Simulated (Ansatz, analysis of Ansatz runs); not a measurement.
# A hop of H in MgH2 (Pbcn), charge +1, part 2 of 2

Wanted: path and barrier of a jump of H in MgH2 (Pbcn) at charge +1. The case: V_H hop (2.6 Å), in a cell of 192 host atoms with 1 H taken out.

Ansatz 0.2.0; plane-wave PAW DFT, PBEsol; nudged elastic band between two relaxed defect structures at fixed charge in a uniform background.

So far: Set-up; Relaxation of the start point, charge +1; Relaxation of the end point, charge +1.

### Step 4. Nudged elastic band, charge +1

3 movable images are laid between the ends on a pair-potential path, which keeps atoms from colliding in the first guess. Each image feels the true force across the path and a spring force along it. The highest image is set to climb to the top of the path.

This step: plane-wave PAW DFT, PBEsol; nudged elastic band between two relaxed defect structures at fixed charge in a uniform background.

qp1_c192k1s.neb/input.yaml

```yaml
crystal:
  lattice:
    - [0.0, 10.78733868, 9.78929187]
    - [8.95206104, 0.0, 9.78929187]
    - [8.95206104, 10.78733868, 0.0]
  atoms:
    - { symbol: Mg, position: [0.01962656, 0.35561059, 0.39442912] }
    - { symbol: Mg, position: [0.26981187, 0.10319421, 0.14664205] }
    - { symbol: Mg, position: [0.23094365, 0.3955683, 0.10530809] }
    - { symbol: Mg, position: [0.47959845, 0.13959058, 0.35412164] }
    - { symbol: Mg, position: [0.23030998, 0.3941878, 0.35512842] }
    - { symbol: Mg, position: [0.47961934, 0.14304013, 0.10655] }
    - { symbol: Mg, position: [0.02681085, 0.35273158, 0.140932] }
    - { symbol: Mg, position: [0.26740778, 0.10523244, 0.3956238] }
    - { symbol: H, position: [0.14623962, 0.06404085, 0.30157984] }
    - { symbol: H, position: [0.39644748, 0.31360826, 0.05425516] }
    - { symbol: H, position: [0.23839004, 0.05090019, 0.06445259] }
    - { symbol: H, position: [0.4851627, 0.29554, 0.310986] }
    - { symbol: H, position: [0.19141221, 0.2702405, 0.11398282] }
    - { symbol: H, position: [0.43746223, 0.01930934, 0.36385691] }
    - { symbol: H, position: [0.17535097, 0.36308684, 0.27173599] }
    - { symbol: H, position: [0.42525596, 0.11084732, 0.02462415] }
    - { symbol: H, position: [0.07449385, 0.38603045, 0.47812988] }
    - { symbol: H, position: [0.32375404, 0.1353642, 0.2294572] }
    - { symbol: H, position: [0.06201963, 0.47826934, 0.1356681] }
    - { symbol: H, position: [0.31040954, 0.22736016, 0.38586352] }
    - { symbol: H, position: [0.0097067, 0.20033322, 0.18647783] }
    - { symbol: H, position: [0.26784185, 0.44672513, 0.43318913] }
    - { symbol: H, position: [0.10100214, 0.18592729, 0.44865912] }
    - { symbol: H, position: [0.353784, 0.43500931, 0.19924465] }
    - { symbol: Mg, position: [0.0193485, 0.35482896, 0.89463366] }
    - { symbol: Mg, position: [0.27090494, 0.10589678, 0.64415842] }
    - { symbol: Mg, position: [0.23025005, 0.39516428, 0.60496954] }
    - { symbol: Mg, position: [0.47912423, 0.13742975, 0.86099837] }
    - { symbol: Mg, position: [0.22760915, 0.39547761, 0.85634559] }
    - { symbol: Mg, position: [0.48047889, 0.14831299, 0.60472703] }
    - { symbol: Mg, position: [0.02048745, 0.35521795, 0.64419309] }
    - { symbol: Mg, position: [0.26919954, 0.10523838, 0.89468008] }
    - { symbol: H, position: [0.14679022, 0.06539514, 0.79999903] }
    - { symbol: H, position: [0.39975447, 0.32063914, 0.5481266] }
    - { symbol: H, position: [0.23850611, 0.05152028, 0.56403106] }
    - { symbol: H, position: [0.48554187, 0.29346452, 0.82978431] }
    - { symbol: H, position: [0.19002179, 0.27212456, 0.61250553] }
    - { symbol: H, position: [0.43851184, 0.01941975, 0.86351016] }
    - { symbol: H, position: [0.17584511, 0.3635437, 0.77122573] }
    - { symbol: H, position: [0.42628158, 0.11905036, 0.51921856] }
    - { symbol: H, position: [0.07425894, 0.38615863, 0.97749506] }
    - { symbol: H, position: [0.32485844, 0.13966072, 0.72715438] }
    - { symbol: H, position: [0.06174227, 0.47897369, 0.63461624] }
    - { symbol: H, position: [0.31130676, 0.22843795, 0.88616757] }
    - { symbol: H, position: [0.01037483, 0.20023993, 0.68513633] }
    - { symbol: H, position: [0.26211058, 0.44861244, 0.93556261] }
    - { symbol: H, position: [0.103027, 0.18625951, 0.94932764] }
    - { symbol: H, position: [0.353763, 0.43460971, 0.70006618] }
    - { symbol: Mg, position: [0.01984887, 0.85501652, 0.39477541] }
    - { symbol: Mg, position: [0.27006828, 0.6049624, 0.14578542] }
    - { symbol: Mg, position: [0.23000439, 0.89498617, 0.10512053] }
    - { symbol: Mg, position: [0.48235414, 0.64605488, 0.35365427] }
    - { symbol: Mg, position: [0.22969104, 0.89380809, 0.35628403] }
    - { symbol: Mg, position: [0.4802856, 0.64387761, 0.10568375] }
    - { symbol: Mg, position: [0.02013918, 0.85476, 0.14499585] }
    - { symbol: Mg, position: [0.26926436, 0.60585588, 0.39608109] }
    - { symbol: H, position: [0.14676276, 0.56373245, 0.30163574] }
    - { symbol: H, position: [0.3964977, 0.81335106, 0.05156979] }
    - { symbol: H, position: [0.23908052, 0.55096899, 0.06436151] }
    - { symbol: H, position: [0.48973292, 0.80036503, 0.31356268] }
    - { symbol: H, position: [0.18944253, 0.7712157, 0.1140037] }
    - { symbol: H, position: [0.44037312, 0.51873316, 0.37110865] }
    - { symbol: H, position: [0.17600653, 0.86288444, 0.27187447] }
    - { symbol: H, position: [0.42696582, 0.6116048, 0.02208084] }
    - { symbol: H, position: [0.07344717, 0.88714239, 0.47867559] }
    - { symbol: H, position: [0.32541864, 0.63468582, 0.22993808] }
    - { symbol: H, position: [0.06005636, 0.97862632, 0.1375186] }
    - { symbol: H, position: [0.31234992, 0.72702066, 0.38783089] }
    - { symbol: H, position: [0.01107325, 0.69911531, 0.18606267] }
    - { symbol: H, position: [0.26038133, 0.9493007, 0.4362699] }
    - { symbol: H, position: [0.10344075, 0.68560401, 0.44955319] }
    - { symbol: H, position: [0.35315085, 0.93411644, 0.200661] }
    - { symbol: Mg, position: [0.01988626, 0.85521083, 0.89495049] }
    - { symbol: Mg, position: [0.27007716, 0.60604971, 0.64401151] }
    - { symbol: Mg, position: [0.22894631, 0.89623817, 0.60506439] }
    - { symbol: Mg, position: [0.47997949, 0.64500944, 0.85503416] }
    - { symbol: Mg, position: [0.22989797, 0.89550321, 0.85462127] }
    - { symbol: Mg, position: [0.4795013, 0.64660193, 0.60482515] }
    - { symbol: Mg, position: [0.01927065, 0.85549619, 0.64508378] }
    - { symbol: Mg, position: [0.26995477, 0.60506721, 0.89537334] }
    - { symbol: H, position: [0.14719599, 0.56416505, 0.79976728] }
    - { symbol: H, position: [0.39565165, 0.8135159, 0.54974397] }
    - { symbol: H, position: [0.23934088, 0.5502193, 0.5644209] }
    - { symbol: H, position: [0.48878144, 0.80035705, 0.81430206] }
    - { symbol: H, position: [0.18940251, 0.77195083, 0.61284749] }
    - { symbol: H, position: [0.43983703, 0.52037492, 0.86382229] }
    - { symbol: H, position: [0.17608937, 0.86339647, 0.77112456] }
    - { symbol: H, position: [0.43095821, 0.60545218, 0.52107904] }
    - { symbol: H, position: [0.07412132, 0.8871092, 0.97842798] }
    - { symbol: H, position: [0.32625947, 0.6332141, 0.7280549] }
    - { symbol: H, position: [0.05953969, 0.97942269, 0.63640741] }
    - { symbol: H, position: [0.31109448, 0.72862218, 0.8858958] }
    - { symbol: H, position: [0.01116599, 0.69947348, 0.68539391] }
    - { symbol: H, position: [0.26103201, 0.94957643, 0.93577999] }
    - { symbol: H, position: [0.10397901, 0.68584499, 0.94887849] }
    - { symbol: H, position: [0.35399669, 0.93721618, 0.69873233] }
    - { symbol: Mg, position: [0.51279771, 0.35436859, 0.38318299] }
    - { symbol: Mg, position: [0.76984503, 0.10474573, 0.14525402] }
    - { symbol: Mg, position: [0.7298099, 0.39416234, 0.10565213] }
    - { symbol: Mg, position: [0.98091502, 0.14376329, 0.35533067] }
    - { symbol: Mg, position: [0.7550346, 0.39373205, 0.3357311] }
    - { symbol: Mg, position: [0.97983216, 0.1448317, 0.10495208] }
    - { symbol: Mg, position: [0.5198506, 0.35316934, 0.14312172] }
    - { symbol: Mg, position: [0.76966383, 0.10491458, 0.39527743] }
    - { symbol: H, position: [0.64600814, 0.065076, 0.30192328] }
    - { symbol: H, position: [0.89553511, 0.31439019, 0.05108999] }
    - { symbol: H, position: [0.73912583, 0.05068316, 0.06416832] }
    - { symbol: H, position: [0.98158744, 0.30459328, 0.31508838] }
    - { symbol: H, position: [0.68740605, 0.2712021, 0.11701643] }
    - { symbol: H, position: [0.93834527, 0.02223419, 0.363846] }
    - { symbol: H, position: [0.67114099, 0.36698606, 0.28054752] }
    - { symbol: H, position: [0.9247934, 0.11467778, 0.02163124] }
    - { symbol: H, position: [0.82134477, 0.14153724, 0.22922062] }
    - { symbol: H, position: [0.55716286, 0.47508499, 0.1466514] }
    - { symbol: H, position: [0.80864019, 0.22966141, 0.38923175] }
    - { symbol: H, position: [0.5135179, 0.19652541, 0.18476105] }
    - { symbol: H, position: [0.75607286, 0.45109933, 0.43603714] }
    - { symbol: H, position: [0.60365813, 0.19656248, 0.45090355] }
    - { symbol: H, position: [0.86285323, 0.43862367, 0.18405221] }
    - { symbol: Mg, position: [0.52024364, 0.35468087, 0.90125909] }
    - { symbol: Mg, position: [0.76837687, 0.10526434, 0.64557629] }
    - { symbol: Mg, position: [0.72935511, 0.39554349, 0.60449698] }
    - { symbol: Mg, position: [0.98006155, 0.14497769, 0.85453561] }
    - { symbol: Mg, position: [0.73238864, 0.39522797, 0.85246892] }
    - { symbol: Mg, position: [0.97812283, 0.14570149, 0.60550905] }
    - { symbol: Mg, position: [0.51013898, 0.35282301, 0.67384518] }
    - { symbol: Mg, position: [0.76992238, 0.10499224, 0.8950918] }
    - { symbol: H, position: [0.64579832, 0.06454936, 0.80128263] }
    - { symbol: H, position: [0.89449543, 0.31475044, 0.54892319] }
    - { symbol: H, position: [0.73620446, 0.05255981, 0.56480876] }
    - { symbol: H, position: [0.98743335, 0.3015428, 0.81384904] }
    - { symbol: H, position: [0.68297695, 0.27460422, 0.61040904] }
    - { symbol: H, position: [0.93929232, 0.02185867, 0.8626265] }
    - { symbol: H, position: [0.6742427, 0.36327363, 0.77121083] }
    - { symbol: H, position: [0.92271651, 0.11568519, 0.52170987] }
    - { symbol: H, position: [0.57654539, 0.38799148, 0.97789507] }
    - { symbol: H, position: [0.82138196, 0.13904742, 0.72842272] }
    - { symbol: H, position: [0.55894617, 0.4790385, 0.63636826] }
    - { symbol: H, position: [0.81033399, 0.22893717, 0.886495] }
    - { symbol: H, position: [0.50997948, 0.20234688, 0.68873377] }
    - { symbol: H, position: [0.75870405, 0.44970739, 0.93752276] }
    - { symbol: H, position: [0.60340266, 0.18532447, 0.95174165] }
    - { symbol: H, position: [0.8540029, 0.43590191, 0.69687134] }
    - { symbol: Mg, position: [0.52026288, 0.85442174, 0.39480718] }
    - { symbol: Mg, position: [0.77045368, 0.6095363, 0.14002311] }
    - { symbol: Mg, position: [0.73014782, 0.89578906, 0.10478166] }
    - { symbol: Mg, position: [0.98022924, 0.64486719, 0.35492504] }
    - { symbol: Mg, position: [0.72982625, 0.89507774, 0.35538533] }
    - { symbol: Mg, position: [0.98065474, 0.64490599, 0.10447102] }
    - { symbol: Mg, position: [0.51956473, 0.85559045, 0.14459209] }
    - { symbol: Mg, position: [0.76951824, 0.6066907, 0.39427939] }
    - { symbol: H, position: [0.65074642, 0.55976064, 0.3006346] }
    - { symbol: H, position: [0.89641967, 0.81442599, 0.05093626] }
    - { symbol: H, position: [0.7367223, 0.54995143, 0.06605338] }
    - { symbol: H, position: [0.98821717, 0.80067264, 0.31453409] }
    - { symbol: H, position: [0.6885961, 0.77346832, 0.1125078] }
    - { symbol: H, position: [0.93814794, 0.52162489, 0.3639883] }
    - { symbol: H, position: [0.67597028, 0.86332161, 0.2714944] }
    - { symbol: H, position: [0.92658266, 0.61517407, 0.01965515] }
    - { symbol: H, position: [0.57317078, 0.88741386, 0.4785856] }
    - { symbol: H, position: [0.8249732, 0.6341278, 0.22810878] }
    - { symbol: H, position: [0.56064382, 0.97759345, 0.13760077] }
    - { symbol: H, position: [0.81020421, 0.72872678, 0.38712459] }
    - { symbol: H, position: [0.5131055, 0.69775599, 0.18592498] }
    - { symbol: H, position: [0.75979751, 0.95075839, 0.43628534] }
    - { symbol: H, position: [0.60308679, 0.68484383, 0.44830155] }
    - { symbol: H, position: [0.85341894, 0.93666339, 0.20040318] }
    - { symbol: Mg, position: [0.52020747, 0.85319013, 0.89572001] }
    - { symbol: Mg, position: [0.76948481, 0.60590317, 0.64405814] }
    - { symbol: Mg, position: [0.72954753, 0.89559296, 0.60541492] }
    - { symbol: Mg, position: [0.98046547, 0.64536202, 0.85384935] }
    - { symbol: Mg, position: [0.73035562, 0.89437947, 0.85519593] }
    - { symbol: Mg, position: [0.97924889, 0.64538319, 0.60490442] }
    - { symbol: Mg, position: [0.51999956, 0.85600913, 0.64515988] }
    - { symbol: Mg, position: [0.77011235, 0.60448707, 0.89481438] }
    - { symbol: H, position: [0.64663246, 0.56405922, 0.79974661] }
    - { symbol: H, position: [0.8959639, 0.81497576, 0.55053209] }
    - { symbol: H, position: [0.73675861, 0.55100117, 0.56399891] }
    - { symbol: H, position: [0.98844351, 0.80103052, 0.81401041] }
    - { symbol: H, position: [0.68892229, 0.77253533, 0.61315294] }
    - { symbol: H, position: [0.93881978, 0.52119839, 0.86419948] }
    - { symbol: H, position: [0.67523333, 0.86368398, 0.77182003] }
    - { symbol: H, position: [0.9252376, 0.61370042, 0.52128655] }
    - { symbol: H, position: [0.57341095, 0.8878531, 0.97822149] }
    - { symbol: H, position: [0.82393853, 0.63595196, 0.72867732] }
    - { symbol: H, position: [0.56042343, 0.9812806, 0.63514127] }
    - { symbol: H, position: [0.81004501, 0.72782552, 0.88783164] }
    - { symbol: H, position: [0.511521, 0.69991777, 0.68527684] }
    - { symbol: H, position: [0.76097936, 0.94966916, 0.93568832] }
    - { symbol: H, position: [0.60366289, 0.68447739, 0.95055394] }
    - { symbol: H, position: [0.8526687, 0.93640401, 0.69930247] }
total_charge: 1
basis:
  ecutwfc: 420
  xc_grid: 2
hamiltonian:
  xc: pbesol
kpoints:
  mp_grid: { grid: [1, 1, 1], shift: [0.25, 0.25, 0.25] }
scf:
  occupations: { method: fixed }
  max_iter: 120
output:
  forces: true
neb:
  images: 3
  f_tol: 0.04
  climbing: true
  initial_path: idpp
  max_iterations: 45
  order_check: false
  final_atoms:
    - { symbol: Mg, position: [0.02063001, 0.3557974, 0.39536871] }
    - { symbol: Mg, position: [0.27156655, 0.10519565, 0.14488009] }
[... 27 atom lines left out ...]
    - { symbol: Mg, position: [0.46048268, 0.14055252, 0.63013421] }
[... 3 atom lines left out ...]
    - { symbol: H, position: [0.40552572, 0.30627853, 0.54591518] }
[... 27 atom lines left out ...]
    - { symbol: H, position: [0.43568711, 0.53328712, 0.36041271] }
[... 34 atom lines left out ...]
    - { symbol: Mg, position: [0.50815503, 0.37469213, 0.3875583] }
[... 3 atom lines left out ...]
    - { symbol: Mg, position: [0.72946635, 0.39119934, 0.35571192] }
[... 2 atom lines left out ...]
    - { symbol: Mg, position: [0.79879578, 0.08785987, 0.38523907] }
[... 6 atom lines left out ...]
    - { symbol: H, position: [0.6731169, 0.35650667, 0.27455832] }
[... 3 atom lines left out ...]
    - { symbol: H, position: [0.81359716, 0.22366776, 0.38514192] }
[... 2 atom lines left out ...]
    - { symbol: H, position: [0.57587773, 0.3730819, 0.47884271] }
[... 7 atom lines left out ...]
    - { symbol: Mg, position: [0.52005897, 0.35493641, 0.6447851] }
[... 5 atom lines left out ...]
    - { symbol: H, position: [0.68969879, 0.27135766, 0.61099416] }
[... 7 atom lines left out ...]
    - { symbol: H, position: [0.51390721, 0.19737485, 0.68382203] }
[... 50 atom lines left out ...]
    - { symbol: H, position: [0.85326302, 0.93602354, 0.69667853] }
```

Command:

```sh
$ ansatz run input.yaml --threads 32 --pin off --max-ram 84787MiB --backend cuda --events-out ev --progress --plain --runs-dir out --max-vram 78GiB
```

It took 11 s on 1 × NVIDIA GB200 with 32 threads of Arm Neoverse V2, shared host; peak memory 2.8 GiB; 49 s of CPU time.

Images along the path:

| image | path (Å) | energy (eV) | H118: x, y, z (Å) |
| --- | --- | --- | --- |
| 0 | 0.000 | 0.0000 | 5.796, 11.376, 7.834 |
| 1 | 0.719 | 0.1354 | 6.247, 11.583, 8.165 |
| 2 | 1.438 | 0.3396 | 6.710, 11.652, 8.568 |
| 3 | 2.154 | 0.1371 | 7.178, 11.583, 8.960 |
| 4 | 2.869 | -0.0003 | 7.626, 11.378, 9.290 |

This step gave:

```yaml
free_energy: -124396.9467 eV
barrier_forward: 0.3396 eV
barrier_backward: 0.3400 eV
end_less_start: -3.40e-4 eV
hop_length: 2.339 Å
```

Track of the atom that was set to move:

| image | x (Å) | y (Å) | z (Å) | nearest neighbour | distance (Å) |
| --- | --- | --- | --- | --- | --- |
| 0 | 5.796 | 11.38 | 7.834 | Mg | 1.92 |
| 1 | 6.247 | 11.58 | 8.165 | Mg | 1.982 |
| 2 | 6.71 | 11.65 | 8.568 | Mg | 1.971 |
| 3 | 7.178 | 11.58 | 8.96 | Mg | 1.98 |
| 4 | 7.626 | 11.38 | 9.29 | Mg | 1.92 |

The band met its tolerance of 0.04 eV/Å after 6 iterations, with image 2 on top (the start counts as 0). H118, which moves farthest between the ends, has 3 Mg at 1.92 to 2.00 Å nearest at the start and 1 Mg at 1.97 Å at the top.

### Step 5. Single point at the top of the path, PBEsol

A single point at the top of the band gives the levels near the gap and the populations there.

This step: plane-wave PAW DFT, PBEsol; single point of a defect supercell on a structure of the PBEsol path.

qp1_c192k1s.top.probe/input.yaml

```yaml
crystal:
  lattice:
    - [0.0, 10.78733868, 9.78929187]
    - [8.95206104, 0.0, 9.78929187]
    - [8.95206104, 10.78733868, 0.0]
  atoms:
    - { symbol: Mg, position: [0.02047818, 0.35553842, 0.39468492] }
    - { symbol: Mg, position: [0.27093663, 0.10394034, 0.14608934] }
[... 27 atom lines left out ...]
    - { symbol: Mg, position: [0.46666093, 0.15129844, 0.6180503] }
[... 3 atom lines left out ...]
    - { symbol: H, position: [0.3936085, 0.31360806, 0.54774137] }
[... 62 atom lines left out ...]
    - { symbol: Mg, position: [0.51118097, 0.3636692, 0.38630676] }
[... 3 atom lines left out ...]
    - { symbol: Mg, position: [0.74284775, 0.38873973, 0.34194294] }
[... 2 atom lines left out ...]
    - { symbol: Mg, position: [0.77951, 0.10654521, 0.39523471] }
[... 6 atom lines left out ...]
    - { symbol: H, position: [0.67265306, 0.36956983, 0.26914649] }
[... 3 atom lines left out ...]
    - { symbol: H, position: [0.82132744, 0.22830377, 0.38119373] }
[... 2 atom lines left out ...]
    - { symbol: H, position: [0.60292788, 0.27230152, 0.47724301] }
[... 7 atom lines left out ...]
    - { symbol: Mg, position: [0.51990695, 0.3434859, 0.65473393] }
[... 3 atom lines left out ...]
    - { symbol: H, position: [0.73304311, 0.05857589, 0.56428865] }
[... 1 atom line left out ...]
    - { symbol: H, position: [0.6890284, 0.2689608, 0.60812301] }
[... 7 atom lines left out ...]
    - { symbol: H, position: [0.50550905, 0.19403121, 0.69685994] }
[... 50 atom lines left out ...]
    - { symbol: H, position: [0.85363886, 0.93478727, 0.69882013] }
total_charge: 1
basis:
  ecutwfc: 420
  xc_grid: 2
hamiltonian:
  xc: pbesol
kpoints:
  mp_grid: { grid: [1, 1, 1], shift: [0.25, 0.25, 0.25] }
scf:
  occupations: { method: fixed }
  max_iter: 120
output:
  forces: true
  eigenvalues: true
  eigenstates: { localisation: true }
  populations: true
  write_density: true
  write_potential: true
  volumetric_format: npy
  elf: true
checkpoint:
  write: "../qp1_c192k1s.top.probe.run"
  compress: false
  write_wavefunctions: false
  write_every: 100000
```

Run time: 2.6 s. Hardware: 1 × NVIDIA GB200 with 32 threads; peak memory 1.8 GiB; 21 s of CPU time.

Read from the output:

```
free energy : -124396.9467 eV
```

States next to the filling edge at the first k-point, on the run's own zero (eigenstates.tsv). The participation number counts the atoms that a state is spread over, of 191; bands count from 0.

| spin | band | energy (eV) | occupation | participation | largest share on | share |
| --- | --- | --- | --- | --- | --- | --- |
| both | 377 | 1.940 | 2.00 | 79.9 | H118 | 0.05 |
| both | 378 | 1.979 | 2.00 | 90.5 | H181 | 0.03 |
| both | 379 | 2.006 | 2.00 | 97.4 | H133 | 0.02 |
| both | 380 | 2.029 | 2.00 | 99.2 | H118 | 0.03 |
| both | 381 | 2.115 | 2.00 | 81.0 | H118 | 0.06 |
| both | 382 | 2.255 | 2.00 | 135.1 | H40 | 0.02 |
| both | 383 | 5.254 | 0.00 | 21.3 | H118 | 0.15 |
| both | 384 | 5.947 | 0.00 | 186.1 | H118 | 0.01 |
| both | 385 | 6.055 | 0.00 | 183.5 | H114 | 0.01 |
| both | 386 | 6.238 | 0.00 | 180.0 | Mg97 | 0.01 |
| both | 387 | 6.405 | 0.00 | 164.3 | H62 | 0.01 |

Under PBEsol at one point at (¼, ¼, ¼), the highest filled state is spread over 135 of 191 atoms, and the lowest empty one, 3.00 eV above it, is spread over 21 of 191 atoms.

Valence electrons by atom (Löwdin), nearest atoms first, with the excess over far atoms of the same element, which can also hold differences between inequivalent host sites (the log counts sites from 0):

| atom | distance from the centre (Å) | electrons | excess |
| --- | --- | --- | --- |
| H118 | 0.29 | 1.630 | -0.039 |
| Mg97 | 1.69 | 8.610 | 0.040 |
| H111 | 2.27 | 1.670 | 0.001 |
| H34 | 2.27 | 1.669 | 0.001 |
| Mg30 | 2.54 | 8.574 | 0.005 |
| Mg101 | 2.54 | 8.574 | 0.004 |
| Mg104 | 2.58 | 8.577 | 0.007 |
| Mg126 | 2.58 | 8.577 | 0.008 |

The distance between the highest filled and the lowest empty level goes from 3.10 eV at the start to 3.00 eV at the top.

### Step 6. Summary of results

| Quantity | Value |
| --- | --- |
| barrier forward | 0.34 eV |
| barrier backward | 0.34 eV |
| end less start | 0.00 eV |
| hop length | 2.34 Å |
| band iterations, as the log counts them | 6 |

The top of the band lies 0.34 eV above the start and 0.34 eV above the end, which are alike in energy and neighbours. For hydrogen, zero-point energy and tunnelling change the rate much, so no rate follows from this barrier alone. The order of the top as a saddle was not checked for all atoms, so a bent path could be lower. No image-charge correction is applied; it largely cancels along a path if the charge stays localised alike. What this leaves open: one k-point off the zone centre stands for the whole zone.

[Logs are printed without paths, hosts, clocks, repeated set-up lines and the standing remarks that a program may print on its own settings, such as how far it seeks lower states.]

[Hosts, paths, dates, database ids (printed as entryN), source tags and the programs' standing remarks are cut or masked in the printed files.]
